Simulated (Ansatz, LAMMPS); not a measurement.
# An extra electron or hole in glassy 57SiO2-27Al2O3-16BaO (mol %) (149 atoms), part 2 of 3

Does an extra electron or hole in glassy 57SiO2-27Al2O3-16BaO (mol %) (149 atoms) stay spread out, or do the atoms trap it?

Ansatz 0.2.0; Kohn-Sham DFT, PBE, PAW (set soft_1), plane waves.

The cell: 25 Si, 24 Al, 7 Ba and 93 O. The quench rate of 25 K/ps is orders of magnitude faster than experiment. The starting topology of bonds comes from the classical model. Sampling is at Γ alone, for a cell whose shortest periodic width is 13 Å. No spin–orbit coupling is included.

So far. Step 2 (Single point at the start): The r.m.s. force at the start is 1.3 eV/Å. Step 3 (Relaxation): The relaxation converged after 27 steps, 12.2 eV below its start, with a largest force component of 0.026 eV/Å.

## Step 4: Single point at the relaxed geometry

One more single point at the end of the walk gives the fuller output and checks the residual forces.

File input.yaml:

```yaml
crystal:
  lattice:
    - [12.9793, 0.0, 0.0]
    - [0.0, 12.9793, 0.0]
    - [0.0, 0.0, 12.9793]
  atoms:
    - { symbol: Si, position: [0.66546, 0.40821, 0.76741] }
    - { symbol: Si, position: [0.92079, 0.84588, 0.48445] }
    - { symbol: Si, position: [0.91052, 0.62013, 0.15033] }
    - { symbol: Si, position: [0.85634, 0.48508, 0.3219] }
    - { symbol: Si, position: [0.17978, 0.51499, 0.55215] }
    - { symbol: Si, position: [0.41609, 0.55723, 0.8891] }
    [... 137 atom lines left out ...]
    - { symbol: O, position: [0.4794, 0.74919, 0.29159] }
    - { symbol: O, position: [0.9762, 0.88469, 0.58896] }
    - { symbol: O, position: [0.29432, 0.80901, 0.31222] }
    - { symbol: O, position: [0.08787, 0.59371, 0.52256] }
    - { symbol: O, position: [0.67063, 0.74786, 0.36761] }
    - { symbol: O, position: [0.97183, 0.52792, 0.37023] }
kpoints:
  mp_grid: { grid: [1, 1, 1] }
hamiltonian:
  xc: pbe
  pseudopotentials: { kind: paw, azcp: { folder: soft_1 } }
scf:
  occupations: { method: fermi_dirac, width: 0.05 }
output:
  forces: true
  stress: true
  populations: true
  dos:
    method: { smearing: { sigma: 0.08 } }
    de: 0.1
    projected: { site_lists: { Al: [Al], Ba: [Ba], O: [O], Si: [Si] } }
  eigenvalues: true
  write_density: true
  write_potential: true
  volumetric_format: npy
```

The run is started by

```sh
$ ansatz run input.yaml --threads 8 --pin off --max-ram 15872MiB --backend cpu --events-out ev --progress --plain --runs-dir out
```

Numbers of over 12 decimals in the logs are rounded to 6 here.

The program printed:

```text
[...]
Crystal: 149 atoms, lattice volume = 2186.522 Å³
Basis set: ecut = 420 eV, 42931 PW (Γ), exchange–correlation on 180×180×180 points (8 copies of the dense FFT grid, shifted against one another)
Bands: 549, of which v1, the nominal top of the filled ones, is band 400 counted from 1 (399 counted from 0)
Symmetry: 1 space group operations
[...]
k-points: 1
[...]
SCF iter   1: F=—  HF=-123485.276867 eV  |F-HF|=—  |Δ(HF+E_count)|=         —  Δρ=1.01e-1  dr2=2.65e2  ethr=3.10e-3  ⟨swp⟩=8.0  Hψ=2912  notcnv=0  defer=127
[...]
SCF iter  13: F=-123406.306680 eV  HF=-123406.306680 eV  |F-HF|=3.10e-8  |Δ(HF+E_count)|=   5.47e-7  Δρ=1.54e-6  dr2=7.10e-8  ethr=1.25e-11  ⟨swp⟩=28.0  Hψ=6246  notcnv=0
SCF 1 converged in 13 iterations: F = -123406.306680 eV  dr2 = 7.10e-8
[...]
WARN: The input density's exchange-correlation potential varies sharply where the density is thin. Do not read a vacuum level from v_tot or v_xc, or from such a field of the output density. On a cell that repeats whose density bears no net charge and no dipole along the vacuum's axis use v_es (v_loc + v_h of the components); [...]
SCF converged after 13 iterations
Free energy (F): -123406.306680 eV
[...]
Internal energy: -123406.306680 eV  (E = F + TS)
E sigma→0 (E₀):  -123406.306680 eV
Fermi energy:    5.339917 eV
[...]
--- Forces (eV/Å), atoms counted from 1 ---
  atom   1  Si     0.00067260    -0.00852390     0.00125075
  atom   2  Si    -0.02394206    -0.02086746     0.00168544
  atom   3  Si     0.00790087     0.00853392     0.01175110
  atom   4  Si    -0.00005040     0.00700735    -0.00290791
  atom   5  Si     0.00837521     0.00028937     0.00679004
  atom   6  Si    -0.00123484     0.01060326     0.00145706
  atom   7  Si     0.00293634    -0.01087808    -0.00611379
  atom   8  Si    -0.00933508    -0.00287506    -0.00223994
  atom   9  Si     0.00959867     0.01206002     0.00886288
  atom  10  Si     0.00754431     0.01508587     0.00473569
  atom  11  Si     0.00655794    -0.01133039     0.00119972
  atom  12  Si    -0.00064599     0.01330877     0.00216424
  atom  13  Si     0.00398861     0.00184600     0.01001064
  atom  14  Si    -0.00706780    -0.02627801    -0.01193094
[...]
atom 148  O      0.00386759    -0.00102403     0.00279704
  atom 149  O      0.00434634    -0.00686896    -0.00838814
  max |Σ_I F_I| component: 1.06e-4 eV/Å
--- Stress (GPa, compression-positive) ---
        0.549411      -0.087765       0.008647
       -0.087763      -0.962399      -0.505765
        0.008645      -0.505766       0.826627
  P = ⅓ Tr σ = 0.1379 GPa (1.379 kbar)
--- Band table (eV) ---
[...]
--- Löwdin populations: 149 sites ---
  site symbol       q [e]
     0     Si      2.3068
     1     Si      2.4227
     2     Si      2.3015
[...]
148      O      6.8044
  spilling = 0.011758 (of n_electrons = 800.000000)
```

The job ended after 37 s (8 threads of AMD EPYC 7B13 (Zen 3), shared host; peak memory 3.4 GiB).

The program notes that the exchange-correlation potential is rough where the density is thin.

The run gave:

```yaml
free_energy: -123406.3067 eV
free_energy_per_atom: -828.2302 eV/atom
scf_cycles: 13
pressure: 0.1379 GPa
r_m_s_force_component: 0.00713 eV/Å
longest_force: 0.0318 eV/Å
fermi_energy: 5.34 eV
spacing_of_highest_filled_and_lowest_empty_level: 3.886 eV
spilling_of_the_projection: 0.01176
```

Löwdin charges by element (they lack the spilled electrons, 0.063 e an atom on average):

| element | coordination | atoms | mean charge (e) | spread | least | most |
| --- | --- | --- | --- | --- | --- | --- |
| Al | all | 24 | 1.33 | 0.0424 | 1.18 | 1.39 |
| Ba | all | 7 | 1.93 | 0.0196 | 1.90 | 1.97 |
| O | all | 93 | -0.831 | 0.0583 | -0.992 | -0.724 |
| Si | all | 25 | 1.65 | 0.0313 | 1.58 | 1.70 |

States in the cell by windows of 1 eV, zero at the Fermi level; the larger projections on atomic orbitals stand beside the total:

| from (eV) | to (eV) | total | O p | Al p | Si p |
| --- | --- | --- | --- | --- | --- |
| -10 | -9 | 25.1 | 17.0 | 0.5 | 1.3 |
| -9 | -8 | 31.4 | 22.9 | 0.8 | 2.7 |
| -8 | -7 | 49.5 | 38.0 | 2.1 | 4.8 |
| -7 | -6 | 66.6 | 53.0 | 3.8 | 6.1 |
| -6 | -5 | 76.6 | 64.7 | 4.0 | 3.2 |
| -5 | -4 | 107.7 | 97.6 | 2.8 | 2.3 |
| -4 | -3 | 125.8 | 118.5 | 1.7 | 1.5 |
| -3 | -2 | 60.4 | 58.0 | 0.7 | 0.4 |
| -2 | -1 | 1.7 | 1.7 | 0.0 | 0.0 |
| -1 | 1 | 0.0 | 0.0 | 0.0 | 0.0 |
| 1 | 2 | 2.0 | 0.0 | 0.0 | 0.0 |
| 2 | 3 | 2.1 | 0.1 | 0.2 | 0.1 |
| 3 | 4 | 33.9 | 2.1 | 4.3 | 1.9 |
| 4 | 5 | 51.0 | 3.5 | 7.9 | 4.0 |

The curve was stored every 0.10 eV, coarse against its broadening of 0.08 eV, so these counts are rough.

Between -26 and -10 eV lie 241 more states.

The levels nearest the highest filled one (over half full), pooled over k-points and spins:

| level less the highest filled one (eV) | occupation |
| --- | --- |
| -0.262 | 2 |
| -0.202 | 2 |
| -0.159 | 2 |
| -0.106 | 2 |
| -0.0106 | 2 |
| 0 | 2 |
| 3.89 | 0 |
| 4.95 | 0 |
| 5.08 | 0 |
| 5.09 | 0 |
| 5.15 | 0 |
| 5.23 | 0 |

Valence density in the ac plane at fractional y = 0.246, with atoms of Si and Al and Ba and O within 0.2 Å of it. It is the smooth field of the valence electrons, not physical close to the nuclei.

Values in e/Å³, 13 rows by 16 columns, each cell a mean:
```
1.8 2.4 0.3 0.9 1.8 0.4 0.9 1.0 0.4 0.1 0.4 0.6 0.2 0.3 0.4 0.3
1.0 1.6 0.3 1.6 3.2 0.3 0.1 0.1 0.0 0.0 0.0 0.2 0.5 0.3 0.1 0.1
0.1 0.3 0.4 0.2 0.1 0.0 0.0 0.0 0.0 0.0 0.0 0.4 2.9 1.0 0.1 0.0
0.2 3.3 3.5 0.2 0.0 0.1 0.5 0.5 0.2 0.2 0.1 0.1 0.4 0.2 0.1 0.1
0.2 0.8 0.6 0.1 0.0 0.1 0.7 0.9 0.3 0.1 0.1 0.2 0.2 0.1 0.1 0.3
0.3 1.4 0.6 0.0 0.0 0.1 0.1 0.3 1.5 0.8 0.3 0.7 0.3 0.0 0.0 0.1
0.4 4.2 1.8 0.1 0.4 1.6 0.5 0.3 2.2 1.2 0.4 0.4 0.1 0.0 0.0 0.0
0.1 0.2 0.2 0.2 0.5 1.9 0.6 0.1 0.1 0.2 2.1 3.4 0.3 0.0 0.0 0.0
0.5 0.1 1.0 2.1 0.2 0.1 0.1 0.1 0.1 0.1 0.6 1.1 0.2 0.1 0.1 0.5
1.2 0.3 0.7 1.4 0.2 0.0 0.0 0.0 0.0 0.0 0.0 0.3 0.8 0.2 0.3 1.2
0.5 0.1 0.1 0.1 0.1 0.1 0.1 0.0 0.0 0.0 0.1 0.5 2.1 0.5 0.1 0.5
0.2 0.1 0.1 0.1 0.0 0.0 0.1 0.2 0.1 0.0 0.1 0.2 0.2 0.1 0.1 0.2
0.3 0.1 0.1 0.1 0.1 0.2 1.0 1.0 0.5 0.1 1.1 1.4 0.2 0.1 0.3 0.2
```
Columns run along a (13.0 Å), rows up along c (13.0 Å). Atoms in or near the plane, at fractional coordinates: Si at (0.97, 0.01), Si at (0.04, 0.62), Al at (0.46, 0.40), Ba at (0.44, 0.00), O at (0.12, 0.72), O at (0.10, 0.51), O at (0.26, 0.90), O at (0.69, 0.40).

Electrostatic potential energy in the ac plane at fractional y = 0.246, with atoms of Si and Al and Ba and O within 0.2 Å of it. With pseudopotentials it is smooth inside the atoms' cores, unlike the true potential.

Ten even steps from '0' (-33 eV) to '9' (10 eV), each cell a mean:
```
2446888888898610001579998655567887411
6100688831169853235789999757865899876
8523666620159988778899999756766899999
9987544576799999999999999887547999999
9998655689999999999999999997103999999
9996347899999999999999999999546999999
8871005999999998888899999999998899999
5332138999999985455688999999988889987
1421689999999997632478999999998899984
0322799999999998765678887788999999984
5432479999999999887325741126899999987
9830027878998999986102521204899999999
9963255556752278666667752136899999999
9999865665752265675588984126999999999
8899876556899875896579982004899999988
6788985358999986555789998546678888876
0268971028999998888899998755567887520
0047896579999999999999998865568887300
0258999988999999999999999886227987510
6788999999999999999999999987338998865
8899999999999999999999999889999999988
8899999999999887778899999999999999877
3689999999998742124789998679999998521
0378988999998510000579995137889986124
```
Columns run along a (13.0 Å; values clipped at the 3rd and 97th percentile), rows up along c (13.0 Å). Atoms in or near the plane, at fractional coordinates: Si at (0.97, 0.01), Si at (0.04, 0.62), Al at (0.46, 0.40), Ba at (0.44, 0.00), O at (0.12, 0.72), O at (0.10, 0.51), O at (0.26, 0.90), O at (0.69, 0.40).

The highest filled and lowest empty levels differ by 3.89 eV (at Γ alone); a semilocal functional tends to put such gaps too low. In a disordered cell it changes from sample to sample, and tail or defect levels can set it. Mean Löwdin charges: Al +1.33, Ba +1.93, O -0.83, Si +1.65 e (they miss 1.2 % of the electrons, so they add up to more than the cell's charge).

## Step 5: An extra electron, atoms held

The electron count changes by one with the atoms held: a vertical process, on a uniform background, with spin and a narrow Fermi–Dirac smearing. Its energy against the neutral cell hangs on the program's zero of potential.

input.yaml, the sections that differ from step 4:

```yaml
crystal:
  lattice:
    - [12.9793, 0.0, 0.0]
    - [0.0, 12.9793, 0.0]
    - [0.0, 0.0, 12.9793]
  atoms:
    [... the 149 atom lines of step 4 ...]
total_charge: -1
scf:
  occupations: { method: fermi_dirac, width: 0.01 }
  lower_state_search: "off"
magnetization:
  spin_polarized: true
  initial_magnetization: 1
# kpoints, hamiltonian, output: as in step 4
```

The program printed:

```text
[...]
Crystal: 149 atoms, lattice volume = 2186.522 Å³
Basis set: ecut = 420 eV, 42931 PW (Γ), exchange–correlation on 180×180×180 points (8 copies of the dense FFT grid, shifted against one another)
Bands: 550, of which v1, the nominal top of the filled ones, is band 401 counted from 1 (400 counted from 0)
Symmetry: 1 space group operations
[...]
k-points: 1
[...]
Starting moments: Σ|m| = 1 μB on 149 of 149 sites
[...]
SCF iter   1: F=—  HF=-123477.380955 eV  |F-HF|=—  |Δ(HF+E_count)|=         —  Δρ=4.93e-2 (↑4.89e-2 ↓4.93e-2)  dr2=2.65e2  dr2_m=4.24e-2  M=1.000 μB ∫|m|=1.037 μB  β_m=1.00  ethr=3.10e-3  ⟨swp⟩=8.0  Hψ=5818  notcnv=0  defer=258
[...]
spin=Collinear: Resta preconditioning applied to the charge; magnetization (m = ρ↑ − ρ↓) channel mixes plain (no charge-response kernel on spin).
SCF iter   2: F=—  HF=-123424.554798 eV  |F-HF|=—  |Δ(HF+E_count)|=         —  Δρ=2.43e-2 (↑2.43e-2 ↓2.43e-2)  dr2=8.90e1  dr2_m=6.31e-3  M=1.000 μB ∫|m|=1.052 μB  β_m=0.30  ethr=3.10e-3  ⟨swp⟩=2.5  Hψ=2071  notcnv=0  defer=286
[...]
SCF iter   8: F=—  HF=-123399.038248 eV  |F-HF|=—  |Δ(HF+E_count)|=   2.90e-2  Δρ=4.32e-4 (↑4.32e-4 ↓4.20e-4)  dr2=1.03e-2  dr2_m=1.61e-3  M=0.414 μB ∫|m|=0.448 μB  β_m=0.30  ethr=3.73e-6  ⟨swp⟩=6.0  Hψ=1645  notcnv=0  defer=286
[...]
spin-set hold released at iteration 8 (site moments contracting): the magnetisation degrees of freedom join the quasi-Newton model from the next iteration; the mixer history was flushed
SCF iter   9: F=—  HF=-123399.044840 eV  |F-HF|=—  |Δ(HF+E_count)|=   6.59e-3  Δρ=3.26e-4 (↑3.26e-4 ↓3.10e-4)  dr2=6.43e-3  dr2_m=9.15e-4  M=0.364 μB ∫|m|=0.394 μB  β_m=0.65  ethr=1.29e-6  ⟨swp⟩=3.0  Hψ=1529  notcnv=0  defer=286
SCF iter  10: F=—  HF=-123399.057779 eV  |F-HF|=—  |Δ(HF+E_count)|=   1.29e-2  Δρ=7.08e-5 (↑7.08e-5 ↓6.90e-5)  dr2=7.36e-4  dr2_m=5.37e-5  M=0.153 μB ∫|m|=0.170 μB  β_m=0.82  ethr=8.03e-7  ⟨swp⟩=5.0  Hψ=1653  notcnv=0  defer=286
[...]
SCF iter  16: F=-123399.060127 eV  HF=-123399.060127 eV  |F-HF|=4.36e-8  |Δ(HF+E_count)|=   2.46e-7  Δρ=8.78e-7 (↑8.51e-7 ↓8.78e-7)  dr2=7.08e-8  dr2_m=1.07e-9  M=-0.000 μB ∫|m|=0.000 μB  β_m=0.86  ethr=1.25e-11  ⟨swp⟩=31.0  Hψ=11785  notcnv=0
SCF iter  17: F=-123399.060127 eV  HF=-123399.060127 eV  |F-HF|=3.22e-9  |Δ(HF+E_count)|=   6.94e-8  Δρ=5.61e-7 (↑5.61e-7 ↓5.60e-7)  dr2=2.54e-8  dr2_m=1.54e-10  M=-0.000 μB ∫|m|=0.000 μB  ethr=8.83e-12  ⟨swp⟩=6.5  Hψ=6536  notcnv=0
WARN: the starting moments were not kept: the SCF closed with an absolute magnetisation of 1.8e-4 μB, where they sum to 1 μB in size (149 sites). That is at most 0.1 of that sum. Measured as dr2_m measures the in/out step, that magnetisation stands 7.6e-11 eV from none, [...]
SCF 1 converged in 17 iterations: F = -123399.060127 eV  dr2 = 2.54e-8
[...]
SCF converged after 17 iterations
Magnetization: -0.0002 μB (400.4999 up, 400.5001 down)
Absolute magnetization: 0.0002 μB (∫|ρ↑−ρ↓|, with the PAW one-centre terms)
[...]
Per-site moments (μB) at R_I (Å): [(-3.026166821546716e-7, 0.672569), (-1.0219977246819044e-7, 0.666538), (-1.22990684525249e-7, 0.657805), (-9.998060475948514e-8, 0.661013), (-2.720256184126519e-7, 0.666990), [...]
Free energy (F): -123399.060127 eV
[...]
Internal energy: -123399.046264 eV  (E = F + TS)
E sigma→0 (E₀):  -123399.053195 eV
Entropy (-TS):   -0.013863 eV (-0.093 meV/atom)
Fermi energy:    7.252026 eV
[...]
Σ components = -123399.060127   (vs F -123399.060127, Δ=0.00e0)
--- Forces (eV/Å), atoms counted from 1 ---
  atom   1  Si     0.03583612    -0.00579884    -0.03326902
  atom   2  Si     0.07416382     0.02626234     0.01471961
  atom   3  Si     0.05941121     0.03537685     0.04900692
  atom   4  Si     0.05900419    -0.00929416     0.03491625
[...]
atom 149  O     -0.04661078    -0.00510263    -0.04171296
  max |Σ_I F_I| component: 1.15e-4 eV/Å
--- Stress (GPa, compression-positive) ---
        0.655497      -0.085105      -0.005210
       -0.085102      -0.858381      -0.495567
       -0.005213      -0.495568       0.941842
  P = ⅓ Tr σ = 0.2463 GPa (2.463 kbar)
--- Band table (eV) ---
[...]
--- Löwdin populations: 149 sites ---
  site symbol       q [e]    m [muB]
     0     Si      2.3148    -0.0000
     1     Si      2.4260    -0.0000
     2     Si      2.3080    -0.0000
[...]
148      O      6.8061    -0.0000
  spilling = 0.011804 (of n_electrons = 801.000000)
```

It took 66 s on 8 threads; peak memory 5.9 GiB; 8.4 min of CPU time.

The program notes that starting moments were not kept.

An extra electron, atoms held: the energy stands 7.25 eV above that of the reference. An odd electron should give 1 μB; this run ended with the carrier shared between both spins.

The levels nearest the highest filled one (over half full), pooled over k-points and spins:

| level less the highest filled one (eV) | occupation |
| --- | --- |
| -3.91 | 1 |
| -3.91 | 1 |
| 0 | 0.5 |
| 0 | 0.5 |
| 1.08 | 0 |
| 1.08 | 0 |
| 1.19 | 0 |
| 1.19 | 0 |

## Step 6: An extra electron, atoms relaxed

The atoms now respond to the charge; the energy gained comes from screening by the atoms, from trapping if the charge localises, and from any strain left in the reference.

input.yaml, the sections that differ from step 5:

```yaml
output:
  forces: true
relax:
  f_tol: 0.05
  max_steps: 90
# crystal, total_charge, kpoints, hamiltonian, scf, magnetization: as in step 5
```

The program printed:

```text
[...]
Crystal: 149 atoms, lattice volume = 2186.522 Å³
Basis set: ecut = 420 eV, 42931 PW (Γ), exchange–correlation on 180×180×180 points (8 copies of the dense FFT grid, shifted against one another)
Bands: 550, of which v1, the nominal top of the filled ones, is band 401 counted from 1 (400 counted from 0)
Symmetry: 1 space group operations
[...]
k-points: 1
[...]
Starting moments: Σ|m| = 1 μB on 149 of 149 sites
[...]
SCF iter   1: F=—  HF=-123477.380954 eV  |F-HF|=—  |Δ(HF+E_count)|=         —  Δρ=4.93e-2 (↑4.89e-2 ↓4.93e-2)  dr2=2.65e2  dr2_m=4.24e-2  M=1.000 μB ∫|m|=1.037 μB  β_m=1.00  ethr=3.10e-3  ⟨swp⟩=8.0  Hψ=5818  notcnv=0  defer=258
[...]
SCF iter  13: F=-123399.060123 eV  HF=-123399.060116 eV  |F-HF|=7.23e-6  |Δ(HF+E_count)|=   4.58e-5  Δρ=7.81e-6 (↑7.81e-6 ↓6.76e-6)  dr2=4.26e-6  dr2_m=4.01e-7  M=0.010 μB ∫|m|=0.012 μB  ethr=2.28e-9  ⟨swp⟩=1.5  Hψ=2731  notcnv=0
[...]
SCF 1 converged in 13 iterations: F = -123399.060123 eV  dr2 = 4.26e-6
[...]
relax step   1: F+E_penalty+E_count = -123399.06012301 eV  Δ(F+E_penalty+E_count) = +0.000e0 eV  max|allowed force component| = 1.181e-1 eV/Å  Δτ_max = 0.0000 Å  (13 SCF iters, dr2 threshold 6.25e-5 eV, accepted)
[...]
relax step   2: F+E_penalty+E_count = -123399.04519037 eV  Δ(F+E_penalty+E_count) = +1.493e-2 eV  max|allowed force component| = 2.481e-1 eV/Å  Δτ_max = 0.0641 Å  (16 SCF iters, rejected (line search))
[...]
relax step   3: F+E_penalty+E_count = -123399.06827980 eV  Δ(F+E_penalty+E_count) = -8.157e-3 eV  max|allowed force component| = 5.335e-2 eV/Å  Δτ_max = 0.0202 Å  (16 SCF iters, accepted)
[...]
relax step   4: F+E_penalty+E_count = -123399.07041761 eV  Δ(F+E_penalty+E_count) = -2.138e-3 eV  max|allowed force component| = 2.966e-2 eV/Å  Δτ_max = 0.0092 Å  (13 SCF iters, accepted)
SCF converged after 13 iterations
Magnetization: 0.0000 μB (400.5000 up, 400.5000 down)
Absolute magnetization: 0.0000 μB (∫|ρ↑−ρ↓|, with the PAW one-centre terms)
[...]
Per-site moments (μB) at R_I (Å): [(5.85329662606088e-11, 0.673000), (6.270686137291757e-10, 0.666553), (4.3233629593798535e-10, 0.657759), (4.4404437889039e-10, 0.661293), (-5.569157024938283e-11, 0.667293), [...]
Free energy (F): -123399.070418 eV
[...]
Internal energy: -123399.056555 eV  (E = F + TS)
E sigma→0 (E₀):  -123399.063486 eV
Entropy (-TS):   -0.013863 eV (-0.093 meV/atom)
Fermi energy:    7.235218 eV
[...]
--- Forces (eV/Å), atoms counted from 1 ---
  atom   1  Si     0.00768817    -0.00466305    -0.01196888
  atom   2  Si     0.01456373     0.00150235    -0.01194199
  atom   3  Si     0.01981093     0.01332939     0.02030140
  atom   4  Si     0.02710113     0.00183860     0.01009381
  atom   5  Si    -0.01480359    -0.01621470    -0.00833064
  atom   6  Si     0.00669790    -0.00521983     0.00237788
  atom   7  Si     0.00866667    -0.01008236    -0.00923846
  atom   8  Si    -0.00253111    -0.00014412     0.00202724
  atom   9  Si    -0.00200608     0.02951752     0.01492979
  atom  10  Si    -0.02169016     0.00649929     0.00962712
  atom  11  Si    -0.01138734    -0.02965925     0.02900452
  atom  12  Si     0.01011532     0.00930326    -0.00650632
  atom  13  Si    -0.00178742     0.00099676     0.02431584
  atom  14  Si     0.00576614    -0.01440491     0.01066396
[...]
atom 148  O      0.00408424    -0.00268152     0.00235512
  atom 149  O     -0.01535381     0.00221616    -0.00506166
  max |Σ_I F_I| component: 1.72e-4 eV/Å
--- Relaxed structure (4 steps of the walk, 3 accepted, 0 SCFs on fresh bases) ---
  F+E_penalty+E_count = -123399.07041761 eV   max|allowed force component| = 2.966e-2 eV/Å
  atoms:
    - { symbol: Si, position: [0.665428, 0.408389, 0.767488] }
    - { symbol: Si, position: [0.920326, 0.845791, 0.484843] }
    - { symbol: Si, position: [0.910573, 0.620305, 0.150316] }
    - { symbol: Si, position: [0.856571, 0.485163, 0.321850] }
[...]
- { symbol: O, position: [0.972058, 0.528048, 0.370083] }
```

Elapsed: 2.2 min, on 8 threads; peak memory 5.7 GiB; 17 min of CPU time.

The relaxation converged after 4 steps, 0.0103 eV below its start, with a largest force component of 0.030 eV/Å.

An extra electron, atoms relaxed: the energy stands 7.24 eV above that of the reference. An odd electron should give 1 μB; this run ended with the carrier shared between both spins.

(Continued in part 3 of 3.)

[Logs are printed without paths, hosts, clocks, repeated set-up lines and the standing remarks that a program may print on its own settings, such as how far it seeks lower states.]

[Hosts, paths, dates, database ids (printed as entryN), source tags and the programs' standing remarks are cut or masked in the printed files.]
